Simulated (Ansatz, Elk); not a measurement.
# How far do independent atoms describe Mg5ZrAlZn?

Structure refinements treat a crystal as free atoms side by side. For a made-up structure of Mg5ZrAlZn (cell and positions from a PBE relaxation) the runs below show what the calculated density changes in F(hkl).

Main program and level: Elk 11.2.3 (patched build); DFT, PBE, all-electron APW+lo, Dirac cores, scalar-relativistic bands, static density, no spin.

The structure was built from a prototype and need not be the compound's stable phase.

## 1. Set-up

Symmetry: Amm2, No. 38, orthorhombic system. The conventional cell has a = 4.969 Å, b = 6.053 Å, c = 11.128 Å, α = 90.00°, β = 90.00°, γ = 90.00°. Zr has 2 Al at 3.03 Å and 10 Mg at 3.04 to 3.19 Å nearest. Nearest to Zn lie 10 Mg at 3.03 to 3.22 Å and 2 Al at 3.04 Å. Nearest to Al lie 2 Zr at 3.03 Å and 2 Zn at 3.04 Å and 8 Mg at 3.07 to 3.19 Å. Nearest to Mg lie 2 Zn at 3.03 Å and 2 Zr at 3.04 Å and 8 Mg at 3.08 to 3.21 Å. Nearest to Mg lie 6 Mg at 3.01 to 3.21 Å and 2 Zr at 3.07 Å and 2 Al at 3.07 Å and 2 Zn at 3.12 to 3.22 Å. Nearest to Mg lie 6 Mg at 2.98 to 3.09 Å and 2 Zn at 3.07 Å and 2 Al at 3.14 to 3.19 Å and 2 Zr at 3.14 to 3.19 Å. Farther neighbours are not listed.

## 2. Ground state and structure factors

An all-electron density is needed, since X-rays see the cores too. Task 0 finds the density and task 195 Fourier-transforms it; tshift is off so that phases refer to the origin typed.

Contents of elk.in:

```
tasks
  0
  195

xctype
  20

spinpol
  .false.

rgkmax
  7.0

gmaxvr
  14.0

lmaxo
  7

lmaxapw
  8

swidth
  0.002

tshift
  .false.

ramdisk
  .false.

hmaxvr
  5.5

maxscl
  120

epspot
  1e-06

sppath
  './'

avec
  9.39056619415 -0.00000000000 -0.00000000000
  -0.00000000000 5.71921625646 10.51402598829
  0.00000000000 -5.71921625646 10.51402598829

atoms
  4
  'Zr.in'
  1
  0.5000000000 0.6731402564 0.6731402564   0.000000 0.000000 0.000000
  'Zn.in'
  1
  -0.0000000000 0.3287840454 0.3287840454   0.000000 0.000000 0.000000
  'Al.in'
  1
  0.5000000000 0.1710547609 0.1710547609   0.000000 0.000000 0.000000
  'Mg.in'
  5
  -0.0000000000 0.8309368339 0.8309368339   0.000000 0.000000 0.000000
  -0.0000000000 0.3363443733 0.8328261068   0.000000 0.000000 0.000000
  0.0000000000 0.8328261068 0.3363443733   0.000000 0.000000 0.000000
  0.5000000000 0.1737426894 0.6653709339   0.000000 0.000000 0.000000
  0.5000000000 0.6653709339 0.1737426894   0.000000 0.000000 0.000000

ngridk
  5 4 4
```

Run with:

```sh
$ OMP_NUM_THREADS=4 elk
```

Numbers of over 12 decimals in the logs are rounded to 6 here.

The program printed:

```text
┌─────────────────────────┐
│ Elk code version 11.2.3 │
└─────────────────────────┘

All units are atomic (Hartree, Bohr, etc.)

┌─────────────────────────────────────────────────┐
│ Ground-state run starting from atomic densities │
└─────────────────────────────────────────────────┘

Lattice vectors :
   9.390566194      -0.000000000      -0.000000000
  -0.000000000       5.719216256       10.51402599
   0.000000000      -5.719216256       10.51402599

Reciprocal lattice vectors :
  0.6690954706       0.000000000       0.000000000
   0.000000000      0.5493047496      0.2988001606
   0.000000000     -0.5493047496      0.2988001606

Unit cell volume      :    1129.346834
Brillouin zone volume :   0.2196404204

Muffin-tin inner radius fraction :   0.1000000000E-01

Nuclei treated as point charges

Species : 1 (Zr)
 parameters loaded from : Zr.in
 name : zirconium
 nuclear charge    :   -40.00000000
 electronic charge :    40.00000000
 atomic mass :    166291.1793
 muffin-tin radius :    2.600000000
 number of radial points in muffin-tin :   1193
 inner part over the whole radius :   0.9967875514E-02
 number on inner part of muffin-tin    :    848
 approximate nuclear radius :   0.8202877663E-04
 number of mesh points to nuclear radius :    417
 atomic positions (lattice), magnetic fields (Cartesian) :
  1 :   0.50000000  0.67314026  0.67314026    0.00000000  0.00000000  0.00000000

Species : 2 (Zn)
 parameters loaded from : Zn.in
 name : zinc
 nuclear charge    :   -30.00000000
 electronic charge :    30.00000000
 atomic mass :    119233.3130
 muffin-tin radius :    2.400000000
 number of radial points in muffin-tin :    993
 inner part over the whole radius :   0.9843840322E-02
 number on inner part of muffin-tin    :    701
 approximate nuclear radius :   0.7484757725E-04
 number of mesh points to nuclear radius :    337
 atomic positions (lattice), magnetic fields (Cartesian) :
  1 :   0.00000000  0.32878405  0.32878405    0.00000000  0.00000000  0.00000000

Species : 3 (Al)
 parameters loaded from : Al.in
 name : aluminium
 nuclear charge    :   -13.00000000
 electronic charge :    13.00000000
 atomic mass :    49184.33496
 muffin-tin radius :    2.200000000
 number of radial points in muffin-tin :    793
 inner part over the whole radius :   0.9821194981E-02
 number on inner part of muffin-tin    :    552
 approximate nuclear radius :   0.5839653600E-04
 number of mesh points to nuclear radius :    244
 atomic positions (lattice), magnetic fields (Cartesian) :
  1 :   0.50000000  0.17105476  0.17105476    0.00000000  0.00000000  0.00000000

Species : 4 (Mg)
 parameters loaded from : Mg.in
 name : magnesium
 nuclear charge    :   -12.00000000
 electronic charge :    12.00000000
 atomic mass :    44305.30466
 muffin-tin radius :    2.200000000
 number of radial points in muffin-tin :    793
 inner part over the whole radius :   0.9941530515E-02
 number on inner part of muffin-tin    :    552
 approximate nuclear radius :   0.5710277704E-04
 number of mesh points to nuclear radius :    241
 atomic positions (lattice), magnetic fields (Cartesian) :
  1 :   0.00000000  0.83093683  0.83093683    0.00000000  0.00000000  0.00000000
  2 :   0.00000000  0.33634437  0.83282611    0.00000000  0.00000000  0.00000000
  3 :   0.00000000  0.83282611  0.33634437    0.00000000  0.00000000  0.00000000
  4 :   0.50000000  0.17374269  0.66537093    0.00000000  0.00000000  0.00000000
  5 :   0.50000000  0.66537093  0.17374269    0.00000000  0.00000000  0.00000000

Total number of atoms per unit cell :    8
Total muffin-tin volume :    399.1414410
 ratio of muffin-tin to unit cell volume :   0.3534268030

Spin treatment :
 spin-unpolarised

Number of Bravais lattice symmetries :    8
Number of crystal symmetries         :    4
Crystal has no inversion symmetry
Complex Hermitian eigensolver will be used

k-point grid :      5     4     4
k-point offset :    0.000000000       0.000000000       0.000000000
[...]
total energy                :     -6640.3573073926

Density of states at Fermi energy :    74.75417826
 (states/Hartree/unit cell)

Estimated indirect band gap :   0.2752314112E-02
 from k-point 18 to k-point 7
Estimated direct band gap   :   0.7866368626E-02
 at k-point 30

Charges :
 core                        :    54.00000000
 valence                     :    89.00000000
 interstitial                :    12.46554540
 muffin-tins (core leakage)
  species : 1 (Zr)
[...]
species : 2 (Zn)
[...]
species : 3 (Al)
[...]
species : 4 (Mg)
[...]
total in muffin-tins        :    130.5344546
 total calculated charge     :    142.9993981
 total charge                :    143.0000000
 error                       :   0.6019371785E-03

RMS change in Kohn-Sham potential (target) :   0.6411334154     (  0.1000000000E-05)
Absolute change in total energy (target)   :   0.2013859988     (  0.1000000000E-03)

[... loops 3 to 15 left out ...]

┌──────────────────┐
│ Loop number : 16 │
└──────────────────┘

Energies :
 Fermi                       :     0.172959
 sum of occupied eigenvalues :     -3824.0375676967
 electron kinetic            :      6794.1269706004
 core electron kinetic       :      6122.2050128519
 Coulomb                     :     -13147.063679384
 Coulomb potential           :     -10245.891766787
 nuclear-nuclear             :     -816.40133980951
 electron-nuclear            :     -14431.906046207
 Hartree                     :      2101.2437066331
 Madelung                    :     -8024.1177959904
 xc potential                :     -372.27277151063
 exchange                    :     -280.61071971599
 correlation                 :     -6.262656
 electron entropic           :    -0.16728079688979E-02
 total energy                :     -6639.8117575417

Density of states at Fermi energy :    128.7551065
 (states/Hartree/unit cell)

Estimated indirect band gap :   0.2550118019E-03
 from k-point 18 to k-point 4
Estimated direct band gap   :   0.8232520049E-02
 at k-point 28

Charges :
 core                        :    54.00000000
 valence                     :    89.00000000
 interstitial                :    12.62519022
 muffin-tins (core leakage)
  species : 1 (Zr)
[...]
species : 2 (Zn)
[...]
species : 3 (Al)
[...]
species : 4 (Mg)
[...]
total in muffin-tins        :    130.3748098
 total calculated charge     :    142.9994231
 total charge                :    143.0000000
 error                       :   0.5768580803E-03

RMS change in Kohn-Sham potential (target) :   0.4879777179E-06 (  0.1000000000E-05)
Absolute change in total energy (target)   :   0.6773872155E-04 (  0.1000000000E-03)

Convergence targets achieved

┌──────────────────┐
│ Loop number : 17 │
└──────────────────┘

Energies :
 Fermi                       :     0.172959
 sum of occupied eigenvalues :     -3824.0375692961
 electron kinetic            :      6794.1269795828
 core electron kinetic       :      6122.2050159847
 Coulomb                     :     -13147.063685314
 Coulomb potential           :     -10245.891758174
 nuclear-nuclear             :     -816.40133980951
 electron-nuclear            :     -14431.906067167
 Hartree                     :      2101.2437216630
 Madelung                    :     -8024.1178062270
 xc potential                :     -372.27279070527
 exchange                    :     -280.61072023956
 correlation                 :     -6.262656
 electron entropic           :    -0.16728073786712E-02
 total energy                :     -6639.8117550081

Density of states at Fermi energy :    128.7550641
 (states/Hartree/unit cell)

Estimated indirect band gap :   0.2550232273E-03
 from k-point 18 to k-point 4
Estimated direct band gap   :   0.8232513629E-02
 at k-point 28

Charges :
 core                        :    54.00000000
 valence                     :    89.00000000
 interstitial                :    12.62518956
 muffin-tins (core leakage)
  species : 1 (Zr)
[...]
species : 2 (Zn)
[...]
species : 3 (Al)
[...]
species : 4 (Mg)
[...]
atom 3                    :    10.51189984     ( -0.9828258696E-07)
   atom 4                    :    10.50228062     ( -0.9828258518E-07)
   atom 5                    :    10.50228062     ( -0.9828258518E-07)
 total in muffin-tins        :    130.3748104
 total calculated charge     :    142.9994231
 total charge                :    143.0000000
 error                       :   0.5768580484E-03

┌──────────────────────────────┐
│ Self-consistent loop stopped │
└──────────────────────────────┘

Warning : core states of species 3 leak from the muffin-tin :   0.4625624686E-03

Wrote STATE.OUT
```

It took 1.8 min on 4 threads of Arm Neoverse V2, shared host; peak memory 0.32 GiB; 5.6 min of CPU time.

SFACRHO.OUT:

```text

h k l indices transformed by vhmat matrix:
   1.000000000       0.000000000       0.000000000    
   0.000000000       1.000000000       0.000000000    
   0.000000000       0.000000000       1.000000000    

      h      k      l  multipl.   |H|            Re(F)            Im(F)           |F|

      0      0      0      1   0.0000000       143.00000     -0.10311322E-16   143.00000    
      0     -1     -1      1  0.59760032      -26.827942      -8.0968207       28.023151    
      0      1      1      1  0.59760032      -26.827942       8.0968207       28.023151    
      0      0     -1      2  0.62531372      -20.580733       7.0266403       21.747189    
      0      1      0      2  0.62531372      -20.580733      -7.0266403       21.747189    
     -1      0      0      2  0.66909547      -9.5891916     -0.77187040E-14   9.5891916    
      1     -1     -1      2  0.89711476       4.7420758       34.157720       34.485318    
     -1      1      1      2  0.89711476       4.7420758      -34.157720       34.485318    
      1      0      1      4  0.91580893       3.3826813       35.846866       36.006115    
      1      0     -1      4  0.91580893       3.3826813      -35.846866       36.006115    
      0     -2     -1      2   1.0513180       39.360496      -1.7262043       39.398330    
      0      1      2      2   1.0513180       39.360496       1.7262043       39.398330    
      0     -1      1      2   1.0986095       40.483048      0.47753171E-14   40.483048    
      0     -2     -2      1   1.1952006      -46.448303       8.7119166       47.258251    
      0      2      2      1   1.1952006      -46.448303      -8.7119166       47.258251    
      1      2      1      4   1.2461775      -6.4672449      -5.4513506       8.4582788    
     -1     -1     -2      4   1.2461775      -6.4672449       5.4513506       8.4582788    
      0      2      0      2   1.2506274      -59.244578       5.2579256       59.477439
```

Elk indexes on the primitive cell of elk.in and gives |H| = 4π sin θ/λ in inverse bohr. Below, one row stands for each form hkl of the conventional cell (m members, Friedel mates merged), F is for one primitive cell and the density is static (no thermal factor). Free-atom factors are Waasmaier and Kirfel's, and R is Σm||F|−|F'||/Σm|F|.

| hkl | m | sin θ/λ (Å⁻¹) | abs F, DFT | neutral atoms | diff. | abs of complex diff. |
| --- | --- | --- | --- | --- | --- | --- |
| 002 | 2 | 0.090 | 28.023 | 27.779 | +0.244 | 0.333 |
| 011 | 4 | 0.094 | 21.747 | 21.621 | +0.126 | 0.209 |
| 100 | 2 | 0.101 | 9.589 | 9.171 | +0.418 | 0.418 |
| 102 | 4 | 0.135 | 34.485 | 34.367 | +0.118 | 0.140 |
| 111 | 8 | 0.138 | 36.006 | 36.046 | -0.040 | 0.048 |
| 013 | 4 | 0.158 | 39.398 | 39.605 | -0.207 | 0.207 |
| 020 | 2 | 0.165 | 40.483 | 40.576 | -0.093 | 0.093 |
| 004 | 2 | 0.180 | 47.258 | 47.416 | -0.158 | 0.166 |
| 113 | 8 | 0.187 | 8.458 | 8.593 | -0.135 | 0.145 |
| 022 | 4 | 0.188 | 59.477 | 59.853 | -0.376 | 0.381 |
| 120 | 4 | 0.193 | 7.507 | 7.604 | -0.097 | 0.097 |
| 200 | 2 | 0.201 | 107.590 | 108.285 | -0.695 | 0.695 |
| 104 | 4 | 0.206 | 96.824 | 97.506 | -0.681 | 0.683 |
| 122 | 8 | 0.213 | 88.898 | 89.585 | -0.686 | 0.690 |
| 202 | 4 | 0.220 | 23.138 | 23.118 | +0.020 | 0.150 |
| 211 | 8 | 0.222 | 18.438 | 18.412 | +0.026 | 0.167 |
| 015 | 4 | 0.239 | 23.752 | 23.797 | -0.044 | 0.214 |
| 024 | 4 | 0.244 | 12.588 | 12.576 | +0.012 | 0.174 |
| 031 | 4 | 0.252 | 15.972 | 15.827 | +0.146 | 0.353 |
| 213 | 8 | 0.256 | 34.451 | 34.558 | -0.107 | 0.109 |
| 115 | 8 | 0.260 | 26.376 | 26.464 | -0.088 | 0.174 |
| 220 | 4 | 0.260 | 35.160 | 35.375 | -0.215 | 0.215 |

## 3. The highest occupied states alone

An energy window below the Fermi level keeps the highest occupied states, to see at which angles they scatter; shallow core shells can lie inside it and anion s states outside. No new self-consistency is needed.

Changes to elk.in since step 2:

```diff
@@ -1,3 +1,2 @@
 tasks
-  0
   195
@@ -40,2 +39,5 @@
 
+wsfac
+  -0.194530 0.472960
+
 sppath
```

Run with:

```sh
$ OMP_NUM_THREADS=4 elk
```

The program printed:

```text
┌─────────────────────────────────┐
│ Elk code version 11.2.3 started │
└─────────────────────────────────┘

Info(readinput): the functional depends on the density's gradient
 muffin-tin radial points multiplied by    2.00000
 (not where nrmtscf is given)

┌────────────────────┐
│ Current task : 195 │
└────────────────────┘

Info(sfacrho): density structure factors written to SFACRHO.OUT

 Energy window :  -0.1945300000      0.4729600000

┌──────────────────┐
│ Elk code stopped │
└──────────────────┘
```

Run time: 26 s. Hardware: 4 threads; peak memory 0.22 GiB.

States within 10 eV below the Fermi level hold 29.00 electrons; any levels below the window count with the cores. Their amplitudes can exceed the total, where window and core parts have opposite phase:

```
hkl  sin θ/λ (Å⁻¹)  abs F, window  abs F, all
002          0.090          9.058      28.023
011          0.094          9.234      21.747
100          0.101          7.369       9.589
102          0.135          9.470      34.485
111          0.138          8.968      36.006
013          0.158          8.455      39.398
020          0.165          9.055      40.483
004          0.180          7.754      47.258
113          0.187          7.855       8.458
022          0.188          7.688      59.477
```

## 4. Another functional

The difference from free atoms is small, so it is set against the change that LDA (Perdew-Wang) makes.

Changes to elk.in since step 3:

```diff
@@ -1,2 +1,3 @@
 tasks
+  0
   195
@@ -4,3 +5,3 @@
 xctype
-  20
+  3
 
@@ -39,5 +40,2 @@
 
-wsfac
-  -0.194530 0.472960
-
 sppath
```

Run with:

```sh
$ OMP_NUM_THREADS=4 elk
```

The program printed:

```text
┌─────────────────────────┐
│ Elk code version 11.2.3 │
└─────────────────────────┘

All units are atomic (Hartree, Bohr, etc.)

┌─────────────────────────────────────────────────┐
│ Ground-state run starting from atomic densities │
└─────────────────────────────────────────────────┘

Lattice vectors :
   9.390566194      -0.000000000      -0.000000000
  -0.000000000       5.719216256       10.51402599
   0.000000000      -5.719216256       10.51402599

Reciprocal lattice vectors :
  0.6690954706       0.000000000       0.000000000
[...]
species : 2 (Zn)
[...]
species : 3 (Al)
[...]
species : 4 (Mg)
[...]
atom 4                    :    10.51492995     ( -0.1573064653E-05)
   atom 5                    :    10.51492995     ( -0.1573064653E-05)
 total in muffin-tins        :    130.5061435
 total calculated charge     :    142.9994097
 total charge                :    143.0000000
 error                       :   0.5903472760E-03

┌──────────────────────────────┐
│ Self-consistent loop stopped │
└──────────────────────────────┘

Warning : core states of species 3 leak from the muffin-tin :   0.4897636949E-03

Wrote STATE.OUT
[key lines of the parts left out:]
total energy                :     -6628.2559425274
```

The job ended after 74 s (4 threads; peak memory 0.25 GiB).

Against the first run R = 0.08 %; the largest change is -0.117 at 040.

## 5. A coarser k-mesh

About half the k-points along each axis test the sampling.

Changes to elk.in since step 4:

```diff
@@ -5,3 +5,3 @@
 xctype
-  3
+  20
 
@@ -68,2 +68,2 @@
 ngridk
-  5 4 4
+  2 2 2
```

Run with:

```sh
$ OMP_NUM_THREADS=4 elk
```

The program printed:

```text
┌─────────────────────────┐
│ Elk code version 11.2.3 │
└─────────────────────────┘

All units are atomic (Hartree, Bohr, etc.)

┌─────────────────────────────────────────────────┐
│ Ground-state run starting from atomic densities │
└─────────────────────────────────────────────────┘

Lattice vectors :
   9.390566194      -0.000000000      -0.000000000
  -0.000000000       5.719216256       10.51402599
   0.000000000      -5.719216256       10.51402599

Reciprocal lattice vectors :
  0.6690954706       0.000000000       0.000000000
[...]
species : 2 (Zn)
[...]
species : 3 (Al)
[...]
species : 4 (Mg)
[...]
atom 4                    :    10.50076667     ( -0.9828258563E-07)
   atom 5                    :    10.50076667     ( -0.9828258563E-07)
 total in muffin-tins        :    130.3845158
 total calculated charge     :    142.9994003
 total charge                :    143.0000000
 error                       :   0.5997331731E-03

┌──────────────────────────────┐
│ Self-consistent loop stopped │
└──────────────────────────────┘

Warning : core states of species 3 leak from the muffin-tin :   0.4639299287E-03

Wrote STATE.OUT
[key lines of the parts left out:]
total energy                :     -6639.8132194557
```

Run time: 49 s. Hardware: 4 threads; peak memory 0.31 GiB.

Against the first run R = 0.03 %; the largest change is -0.090 at 013.

## 6. Settings against the effect

```csv
run,R against the first run (%),"R against neutral atoms, low angle (%)",wall time
"PBE, rgkmax 7",0.00,0.51,1.8 min
LDA (Perdew-Wang),0.08,0.52,74 s
k-mesh 2×2×2,0.03,0.52,49 s
```

## 7. Summary of results

| Item | Value |
| --- | --- |
| R against neutral atoms, sin θ/λ < 0.3 Å⁻¹ | 0.51 % |
| R against neutral atoms, 0.3 to 0.54 Å⁻¹ | 0.11 % |

What this shows: Independent neutral atoms miss the calculated amplitudes by R = 0.51 % below 0.3 Å⁻¹ and 0.11 % from there to 0.54 Å⁻¹; by shells, 0.45 % below 0.15 Å⁻¹ (5 forms), 0.52 % 0.15 to 0.3 (25 forms), 0.14 % 0.3 to 0.45 (63 forms), 0.08 % above 0.45 (56 forms). Bonding, aspherical density and the tables' own atoms all enter these figures, and the runs don't part them. The largest change of an amplitude is -0.69 electrons, at 200. R counts amplitudes alone; phases shift too. The window's part falls from 29.0 electrons at the origin to at most 3.07 between 0.45 and 0.54 Å⁻¹, where compact states inside the window still scatter. Below 0.3 Å⁻¹ the changes that finished (LDA (Perdew-Wang) and k-mesh 2×2×2) move F by R = 0.06 % at most, against the 0.51 % that separates it from free atoms. The basis has no finished test. Part of the difference isn't bonding: the tables are fits to free atoms and ions calculated by other methods than this functional. Thermal motion, anomalous dispersion and extinction are left out.

[Logs are printed without paths, hosts, clocks, repeated set-up lines and the standing remarks that a program may print on its own settings, such as how far it seeks lower states.]

[Hosts, paths, dates, database ids (printed as entryN), source tags and the programs' standing remarks are cut or masked in the printed files.]
